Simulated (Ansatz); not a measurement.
# C (Fd-3m, 2 atoms in the cell): modes against biaxial strain in the (001) plane, part 2 of 2

Wanted: the shifts of the zone-centre modes of C (Fd-3m, 2 atoms in the cell) with strain.

Ansatz 0.2.0; DFT LDA, scalar-relativistic, plane waves, PAW; PAW set soft_1.

So far, highest optical mode at the zone centre (no LO-TO term) (cm⁻¹): step 5 (zone-centre response at rest) 1323.

## Step 6: A member of the series: biaxial strain of +4 % in the (001) plane

The cell takes a biaxial strain of +4 % in the (001) plane. The strained lengths are held, while the rest of the cell and the atoms relax.

input.yaml reads:

```yaml
crystal:
  lattice:
    - [0.0, 1.8363626171, 1.7518037043]
    - [1.8363626171, 0.0, 1.7518037043]
    - [1.8363626171, 1.8363626171, 0.0]
  atoms:
    - { symbol: C, position: [0.5, 0.5, 0.5] }
    - { symbol: C, position: [0.75, 0.75, 0.75] }
  conventional_axes: [[-1, 1, 1], [1, -1, 1], [1, 1, -1]]
kpoints:
  mp_grid: { grid: [12, 12, 12] }
hamiltonian:
  xc: lda
  pseudopotentials: { kind: paw, azcp: { folder: soft_1 }, xc_functional: pbe }
scf:
  occupations: { method: fixed }
output:
  forces: true
  stress: true
  eigenvalues: true
relax:
  adjacent_minimum: "off"
  f_tol: 0.001
  max_steps: 60
  cell: { stress_tol: 0.01, fix: [a, b, gamma] }
```

On the command line:

```sh
> ansatz run input.yaml --threads 4 --pin off --max-ram 10240MiB --backend cpu --events-out ev --progress --plain --runs-dir out
```

Numbers of over 12 decimals in the logs are rounded to 6 here.

The log of the run:

```text
[...]
Crystal: 2 atoms, lattice volume = 11.815 Å³
Basis set: ecut = 420 eV, 257 PW (Γ)
Bands: 8, of which v1, the nominal top of the filled ones, is band 4 counted from 1 (3 counted from 0)
Symmetry: 16 space group operations
[...]
k-points: 163 of 1728
[...]
P = ⅓ Tr σ = -27.9545 GPa (-279.545 kbar)
--- Band table (eV; the first three rows and the last of 163) ---
[...]
--- Relaxed structure (4 steps of the walk, 4 accepted, 2 SCFs on fresh bases) ---
[...]
cell:  # Å, volume = 11.7845 Å³
    - [0, 1.8363626171, 1.747290]
    - [1.8363626171, 0, 1.747290]
    - [1.8363626171, 1.8363626171, 0]
  atoms:
    - { symbol: C, position: [0.5, 0.5, 0.5] }
    - { symbol: C, position: [0.750000, 0.750000, 0.750000] }
[key lines of the parts left out:]
SCF converged after 4 iterations
Free energy (F): -485.867049 eV
Fermi energy:    12.880048 eV
```

Elapsed: 3.3 s, on 4 threads of Arm Neoverse N1, shared host; peak memory 0.27 GiB; 12 s of CPU time.

The steps of the relaxation:

| step | energy less that of the first step (eV) | largest force component (eV/Å) | pressure (GPa) | volume (Å³) |
| --- | --- | --- | --- | --- |
| 1 | 0.0000 | 0.0000 | -28.89 | 11.81 |
| 2 | -0.0004 | 0.0000 | -27.96 | 11.79 |
| 3 | -0.0004 | 0.0000 | -27.95 | 11.78 |
| 4* | -0.0002 | 0.0000 | -27.97 | 11.78 |
| 5 | -0.0002 | 0.0000 | -27.95 | 11.78 |
| 6* | -0.0002 | 0.0000 | -27.95 | 11.78 |

Relaxation steps marked * repeat the geometry before them on a plane-wave basis chosen anew for their cell, so energy and pressure can jump there.

The run keeps the 16 symmetry operations that it works with, so distortions that break them were not tested.

| conventional cell, symmetrised | before | after | change |
| --- | --- | --- | --- |
| a (Å) | 2.597 | 2.597 | +0.0 % |
| b (Å) | 2.597 | 2.597 | +0.0 % |
| c (Å) | 3.504 | 3.495 | -0.3 % |
| volume (Å³/atom) | 5.91 | 5.89 | -0.3 % |

The relaxed structure:

```cif
data_structure
_symmetry_space_group_name_H-M 'P 1'
_symmetry_Int_Tables_number 1
_cell_length_a 2.5348
_cell_length_b 2.5348
_cell_length_c 2.5970
_cell_angle_alpha 59.185
_cell_angle_beta 59.185
_cell_angle_gamma 61.630
_cell_volume 11.78
loop_
_atom_site_label
_atom_site_type_symbol
_atom_site_fract_x
_atom_site_fract_y
_atom_site_fract_z
_atom_site_occupancy
C1 C 0.50000 0.50000 0.50000 1
C2 C 0.75000 0.75000 0.75000 1
```

This step gave:

* pressure: -27.95 GPa
* gap on the k-mesh: 2.839 eV
* volume per atom: 5.892 Å³

The forces vanish by symmetry.

The cell shrank by 0.3 % in volume.

## Step 7: Zone-centre modes of the member: biaxial strain of +4 % in the (001) plane

The zone-centre modes follow for biaxial strain of +4 % in the (001) plane, with the response to a field.

input.yaml, the sections that differ from step 6:

```yaml
crystal:
  lattice:
    - [0.0, 1.8363626171, 1.7472898846]
    - [1.8363626171, 0.0, 1.7472898846]
    - [1.8363626171, 1.8363626171, 0.0]
  atoms:
    - { symbol: C, position: [0.5, 0.5, 0.5] }
    - { symbol: C, position: [0.75, 0.75, 0.75] }
output:
  eigenvalues: true
phonons:
  method: dfpt
  dielectric: true
  rigid_motions: translations
# kpoints, hamiltonian, scf: as in step 6
# relax: removed
```

The log of the run:

```text
[...]
Crystal: 2 atoms, lattice volume = 11.785 Å³
Basis set: ecut = 420 eV, 241 PW (Γ), exchange–correlation on 40×40×40 points (8 copies of the dense FFT grid, shifted against one another)
Bands: 8, of which v1, the nominal top of the filled ones, is band 4 counted from 1 (3 counted from 0)
Symmetry: 16 space group operations
k-points: 868 of 1728 (irreducible under 1 space group operation, time reversal used)
[...]
SCF iter   1: F=—  HF=-486.467401 eV  |F-HF|=—  |Δ(HF+E_count)|=         —  Δρ=1.30e-1  dr2=1.43e0  ethr=3.10e-3  ⟨swp⟩=3.8  Hψ=39571  notcnv=0  defer=1600
[...]
SCF iter   8: F=-485.867049 eV  HF=-485.867049 eV  |F-HF|=5.68e-13  |Δ(HF+E_count)|=  7.04e-11  Δρ=1.52e-7  dr2=8.16e-13  ethr=1.25e-12  ⟨swp⟩=5.0  Hψ=23888  notcnv=0
SCF 1 converged in 8 iterations: F = -485.867049 eV  dr2 = 8.16e-13
[...]
Bands: 5, of which v1, the nominal top of the filled ones, is band 4 counted from 1 (3 counted from 0)
k-points: 468 of 1728 (irreducible under 4 space group operations)
[...]
Eigensolver: Dense (468 Hₖ)
SCF iter   1: F=—  HF=-485.870154 eV  |F-HF|=—  |Δ(HF+E_count)|=         —  Δρ=5.58e-4  dr2=4.44e-6  ethr=1.00e-1
[...]
SCF iter   3: F=-485.870157 eV  HF=-485.870157 eV  |F-HF|=1.31e-9  |Δ(HF+E_count)|=   7.96e-7  Δρ=9.93e-6  dr2=1.55e-9  ethr=1.30e-8
SCF 1 converged in 3 iterations: F = -485.870157 eV  dr2 = 1.55e-9
[...]
SCF converged after 8 iterations
Free energy (F): -485.867049 eV
[...]
Internal energy: -485.867049 eV  (E = F + TS)
E sigma→0 (E₀):  -485.867049 eV
Fermi energy:    12.880048 eV
[...]
--- Band table (eV; the first three rows and the last of 868) ---
[...]
--- Phonons (Γ-DFPT): 2 representative perturbations + reference, on 868 of 1728 k-points (Σ response iterations 6) ---
  k mesh reduced under 1 symmetry operation, with k and −k counted as one. Each operation leaves every solved perturbation unchanged. A smaller set is not considered because the run solves the response to a homogeneous field
  ASR residual: 6.788e-5 → 0.000e0 eV/Å²; symmetrization residual: 2.377e-7 eV/Å²
  ASR residual per site (eV/Å²): 6.79e-5 6.79e-5
  Γ frequencies (cm⁻¹): 0.00 0.00 0.00 1216.79 1216.79 1255.44
  ε∞ (high-frequency dielectric tensor):
        6.073256     0.000000     0.000000
        0.000000     6.073256    -0.000000
        0.000000    -0.000000     5.530589
  ε⁰ (static dielectric tensor: ions relaxed, cell fixed):
        6.073256     0.000000     0.000000
        0.000000     6.073256    -0.000000
        0.000000    -0.000000     5.530589
  ε⁰ − ε∞ (ionic part):
        0.000000     0.000000     0.000000
        0.000000     0.000000     0.000000
        0.000000     0.000000     0.000000
[...]
Born effective charges Z* (e; rows j = field, columns β = displacement):
    site 0:
         0.00000    0.00000    0.00000
         0.00000    0.00000    0.00000
         0.00000    0.00000    0.00000
    site 1:
         0.00000    0.00000    0.00000
         0.00000    0.00000    0.00000
         0.00000    0.00000    0.00000
  Z* charge neutrality: 5.124e-4 e pre-enforcement
[...]
optical modes at Γ without the LO–TO term, one row a degenerate level:
      ω (cm⁻¹)  modes    IR ((D/Å)²/amu)
       1216.79      2             0.0000
       1255.44      1             0.0000
  optical modes at Γ + LO–TO along q̂ = [1.0000, 0.0000, 0.0000]:
      ω (cm⁻¹)  modes    IR ((D/Å)²/amu)
       1216.79      2             0.0000
       1255.44      1             0.0000
  optical modes at Γ + LO–TO along q̂ = [0.0000, 1.0000, 0.0000]:
      ω (cm⁻¹)  modes    IR ((D/Å)²/amu)
       1216.79      2             0.0000
       1255.44      1             0.0000
  optical modes at Γ + LO–TO along q̂ = [0.0000, 0.0000, 1.0000]:
      ω (cm⁻¹)  modes    IR ((D/Å)²/amu)
       1216.79      2             0.0000
       1255.44      1             0.0000
```

It took 29 s on 4 threads; peak memory 0.72 GiB.

This step gave:

| Item | Value |
| --- | --- |
| sum-rule residual before enforcement | 6.79e-5 eV/Å² |
| miss of the charge sum rule | 5.12e-4 e |
| estimated error of the dielectric tensor | 0.01621 |
| estimated error of the Born charges | 0.004384 e |
| point group | 4/mmm |
| highest optical mode at the zone centre (no LO-TO term) | 1255 cm⁻¹ |
| lowest optical zone-centre mode | 1217 cm⁻¹ |
| mean high-frequency dielectric constant | 5.892 |
| mean static dielectric constant | 5.892 |
| top of the zone-centre spectrum with the field | 1255 cm⁻¹ |

Patterns of degenerate modes are one choice out of their space. Modes at Γ:

| mode | frequency (cm⁻¹) | symmetry |
| --- | --- | --- |
| 1 | 0.0 | acoustic |
| 2 | 0.0 | acoustic |
| 3 | 0.0 | acoustic |
| 4 | 1216.8 | Eg |
| 5 | 1216.8 | Eg |
| 6 | 1255.4 | B1g |

The lowest optical mode is real, 1217 cm⁻¹, and the highest lies at 1255.4 cm⁻¹.

Between step 5 and this run (strain 4 %) the value for the highest optical mode at the zone centre (no LO-TO term) moves from 1323 cm⁻¹ to 1255 cm⁻¹ (-5 %).

## Step 8: A member of the series: biaxial strain of -4 % in the (001) plane

The cell takes a biaxial strain of -4 % in the (001) plane. The strained lengths are held, while the rest of the cell and the atoms relax.

input.yaml, the sections that differ from step 7:

```yaml
crystal:
  lattice:
    - [0.0, 1.695103954, 1.7803475219]
    - [1.695103954, 0.0, 1.7803475219]
    - [1.695103954, 1.695103954, 0.0]
  atoms:
    - { symbol: C, position: [0.5, 0.5, 0.5] }
    - { symbol: C, position: [0.75, 0.75, 0.75] }
  conventional_axes: [[-1, 1, 1], [1, -1, 1], [1, 1, -1]]
output:
  forces: true
  stress: true
  eigenvalues: true
relax:
  adjacent_minimum: "off"
  f_tol: 0.001
  max_steps: 60
  cell: { stress_tol: 0.01, fix: [a, b, gamma] }
# kpoints, hamiltonian, scf: as in step 7
# phonons: removed
```

The log of the run:

```text
[...]
Crystal: 2 atoms, lattice volume = 10.231 Å³
Basis set: ecut = 420 eV, 181 PW (Γ)
Bands: 8, of which v1, the nominal top of the filled ones, is band 4 counted from 1 (3 counted from 0)
Symmetry: 16 space group operations
[...]
k-points: 163 of 1728
[...]
P = ⅓ Tr σ = 37.4778 GPa (374.778 kbar)
--- Band table (eV; the first three rows and the last of 163) ---
[...]
--- Relaxed structure (4 steps of the walk, 4 accepted, 2 SCFs on fresh bases) ---
[...]
cell:  # Å, volume = 10.2603 Å³
    - [0.0, 1.695103954, 1.785411]
    - [1.695103954, 0.0, 1.785411]
    - [1.695103954, 1.695103954, 0.0]
  atoms:
    - { symbol: C, position: [0.5, 0.5, 0.5] }
    - { symbol: C, position: [0.750000, 0.750000, 0.750000] }
[key lines of the parts left out:]
SCF converged after 3 iterations
Free energy (F): -485.846122 eV
Fermi energy:    15.275384 eV
```

Run time: 3.1 s. Hardware: 4 threads; peak memory 0.26 GiB; 11 s of CPU time.

The steps of the relaxation:

| step | energy less that of the first step (eV) | largest force component (eV/Å) | pressure (GPa) | volume (Å³) |
| --- | --- | --- | --- | --- |
| 1 | 0.0000 | 0.0000 | 39.18 | 10.23 |
| 2 | -0.0002 | 0.0000 | 37.80 | 10.25 |
| 3 | -0.0002 | 0.0000 | 37.47 | 10.26 |
| 4* | -0.0004 | 0.0000 | 37.50 | 10.26 |
| 5 | -0.0004 | 0.0000 | 37.48 | 10.26 |
| 6* | -0.0004 | 0.0000 | 37.48 | 10.26 |

Relaxation steps marked * repeat the geometry before them on a plane-wave basis chosen anew for their cell, so energy and pressure can jump there.

Forces are held to the 16 operations that the run works with; a distortion that breaks them can't arise in this run.

| conventional cell, symmetrised | before | after | change |
| --- | --- | --- | --- |
| a (Å) | 2.397 | 2.397 | -0.0 % |
| b (Å) | 2.397 | 2.397 | -0.0 % |
| c (Å) | 3.561 | 3.571 | +0.3 % |
| volume (Å³/atom) | 5.12 | 5.13 | +0.3 % |

The relaxed structure:

```cif
data_structure
_symmetry_space_group_name_H-M 'P 1'
_symmetry_Int_Tables_number 1
_cell_length_a 2.4619
_cell_length_b 2.4619
_cell_length_c 2.3972
_cell_angle_alpha 60.865
_cell_angle_beta 60.865
_cell_angle_gamma 58.269
_cell_volume 10.26
loop_
_atom_site_label
_atom_site_type_symbol
_atom_site_fract_x
_atom_site_fract_y
_atom_site_fract_z
_atom_site_occupancy
C1 C 0.50000 0.50000 0.50000 1
C2 C 0.75000 0.75000 0.75000 1
```

This step gave:

| Item | Value |
| --- | --- |
| pressure | 37.48 GPa |
| gap on the k-mesh | 3.692 eV |
| volume per atom | 5.130 Å³ |

The forces vanish by symmetry.

## Step 9: Modes of this member: biaxial strain of -4 % in the (001) plane

The zone-centre modes follow for biaxial strain of -4 % in the (001) plane, with the response to a field.

input.yaml, the sections that differ from step 8:

```yaml
crystal:
  lattice:
    - [0.0, 1.695103954, 1.7854108379]
    - [1.695103954, 0.0, 1.7854108379]
    - [1.695103954, 1.695103954, 0.0]
  atoms:
    - { symbol: C, position: [0.5, 0.5, 0.5] }
    - { symbol: C, position: [0.75, 0.75, 0.75] }
output:
  eigenvalues: true
phonons:
  method: dfpt
  dielectric: true
  rigid_motions: translations
# kpoints, hamiltonian, scf: as in step 8
# relax: removed
```

The log of the run:

```text
[...]
Crystal: 2 atoms, lattice volume = 10.260 Å³
Basis set: ecut = 420 eV, 181 PW (Γ), exchange–correlation on 40×40×40 points (8 copies of the dense FFT grid, shifted against one another)
Bands: 8, of which v1, the nominal top of the filled ones, is band 4 counted from 1 (3 counted from 0)
Symmetry: 16 space group operations
k-points: 868 of 1728 (irreducible under 1 space group operation, time reversal used)
[...]
optical modes at Γ + LO–TO along q̂ = [1.0000, 0.0000, 0.0000]:
      ω (cm⁻¹)  modes    IR ((D/Å)²/amu)
[...]
optical modes at Γ + LO–TO along q̂ = [0.0000, 1.0000, 0.0000]:
      ω (cm⁻¹)  modes    IR ((D/Å)²/amu)
       1397.66      1             0.0000
       1423.80      2             0.0000
  optical modes at Γ + LO–TO along q̂ = [0.0000, 0.0000, 1.0000]:
      ω (cm⁻¹)  modes    IR ((D/Å)²/amu)
       1397.66      1             0.0000
       1423.80      2             0.0000
[key lines of the parts left out:]
SCF converged after 6 iterations
Free energy (F): -485.846123 eV
Fermi energy:    15.275380 eV
```

The job ended after 30 s (4 threads; peak memory 0.69 GiB).

This step gave:

| Quantity | Value |
| --- | --- |
| sum-rule residual before enforcement | 5.46e-4 eV/Å² |
| miss of the charge sum rule | 2.95e-4 e |
| estimated error of the dielectric tensor | 0.01580 |
| estimated error of the Born charges | 0.004221 e |
| highest optical mode at the zone centre (no LO-TO term) | 1424 cm⁻¹ |
| lowest optical zone-centre mode | 1398 cm⁻¹ |
| mean high-frequency dielectric constant | 5.700 |
| mean static dielectric constant | 5.700 |
| top of the zone-centre spectrum with the field | 1424 cm⁻¹ |

Patterns of degenerate modes are one choice out of their space. Modes at Γ:

| mode | frequency (cm⁻¹) | symmetry |
| --- | --- | --- |
| 1 | 0.0 | acoustic |
| 2 | 0.0 | acoustic |
| 3 | 0.0 | acoustic |
| 4 | 1397.7 | B1g |
| 5 | 1423.8 | Eg |
| 6 | 1423.8 | Eg |

The lowest optical mode is real, 1398 cm⁻¹, and the highest lies at 1423.8 cm⁻¹.

For the highest optical mode at the zone centre (no LO-TO term), step 5 gave 1323 cm⁻¹; this run, with strain -4 %, gives 1424 cm⁻¹ (+8 %).

## Step 10: The series together

The members are set side by side, also those not shown above.

Stress is positive in compression; energies are extrapolated to zero smearing, and E0 is that at rest; the axis is the normal of the plane; the edges not held and the atoms are relaxed in each cell. State of the crystal along the series:

| strain (%) | in-plane stress (GPa) | free strain along [001] (%) | E - E0 (meV/atom) | gap on mesh (eV) | ε∞ along the axis | ε∞ across the axis, mean |
| --- | --- | --- | --- | --- | --- | --- |
| -4 | 56.22 | 1.114 | 72.18 | 3.692 | 6.078 | 5.512 |
| -3 | 40.64 | 0.8277 | 39.8 | 3.826 | 5.991 | 5.569 |
| -2 | 26.11 | 0.5467 | 17.34 | 3.955 | 5.91 | 5.631 |
| -1 | 12.58 | 0.2705 | 4.265 | 4.08 | 5.834 | 5.696 |
| 0 | -0.008565 | 0 | 0 | 4.202 | 5.764 | 5.764 |
| 1 | -11.7 | -0.2676 | 4.079 | 3.838 | 5.699 | 5.836 |
| 2 | -22.56 | -0.5304 | 16.06 | 3.489 | 5.638 | 5.911 |
| 3 | -32.62 | -0.7889 | 35.41 | 3.156 | 5.582 | 5.99 |
| 4 | -41.93 | -1.044 | 61.71 | 2.839 | 5.531 | 6.073 |

Optical modes are counted from below at rest and tracked from member to member by their patterns, and modes that stay within 0.3 cm⁻¹ of each other stand once; labels, where given, are those at rest; the edges not held and the atoms are relaxed in each cell. Optical modes along the series:

| strain (%) | optical mode 1 T2g, doublet (cm⁻¹) | optical mode 2 T2g, singlet (cm⁻¹) |
| --- | --- | --- |
| -4 | 1424 | 1398 |
| -3 | 1399 | 1378 |
| -2 | 1374 | 1359 |
| -1 | 1348 | 1341 |
| 0 | 1323 | 1323 |
| 1 | 1296 | 1305 |
| 2 | 1270 | 1288 |
| 3 | 1244 | 1271 |
| 4 | 1217 | 1255 |

Value and slope at zero strain of a cubic (a lower polynomial where under five rows exist) through the rows within 2 % of rest. Slopes at rest:

| mode | frequency (cm⁻¹) | shift per percent of strain (cm⁻¹) | shift per GPa of compressive stress (cm⁻¹) |
| --- | --- | --- | --- |
| optical mode 1 T2g, doublet | 1323 | -25.96 | 2.14 |
| optical mode 2 T2g, singlet | 1323 | -17.81 | 1.47 |

## Step 11: Results

```
members                                                          : 9
highest optical mode at the zone centre (no LO-TO term), at rest : 1323 cm⁻¹
biaxial modulus in the (001) plane                               : 1213 GPa
optical mode 1 T2g, doublet, shift per percent                   : -25.96 cm⁻¹
optical mode 2 T2g, singlet, shift per percent                   : -17.81 cm⁻¹
```

**Reading.** The stress changes by 12.13 GPa for each percent, a biaxial modulus of 1213 GPa in the (001) plane. For each percent the free edge responds with -0.27 %. The strain lowers the symmetry: the level at 1322.6 cm⁻¹ splits, into 1423.8 and 1397.7 cm⁻¹ at -4 %. The fastest shift in the table of slopes is -26.0 cm⁻¹ for each percent (optical mode 1 T2g, doublet), or 2.1 cm⁻¹ for each GPa of compressive stress. For small strain, the measured shift of a line that Raman or infrared light can see, divided by its slope, estimates the stress, if the state of stress is of this kind. These are harmonic frequencies at zero temperature: anharmonic shifts, linewidths and thermal expansion are left out. The PAW files were made for PBE; the program adapts parts of them to the functional of the run, but their partial waves stay those of PBE, an approximation that was not tested in this session. Only the zone centre was solved, so an instability at another wavevector cannot show here.

[Logs are printed without paths, hosts, clocks, repeated set-up lines and the standing remarks that a program may print on its own settings, such as how far it seeks lower states.]

[Hosts, paths, dates, database ids (printed as entryN), source tags and the programs' standing remarks are cut or masked in the printed files.]
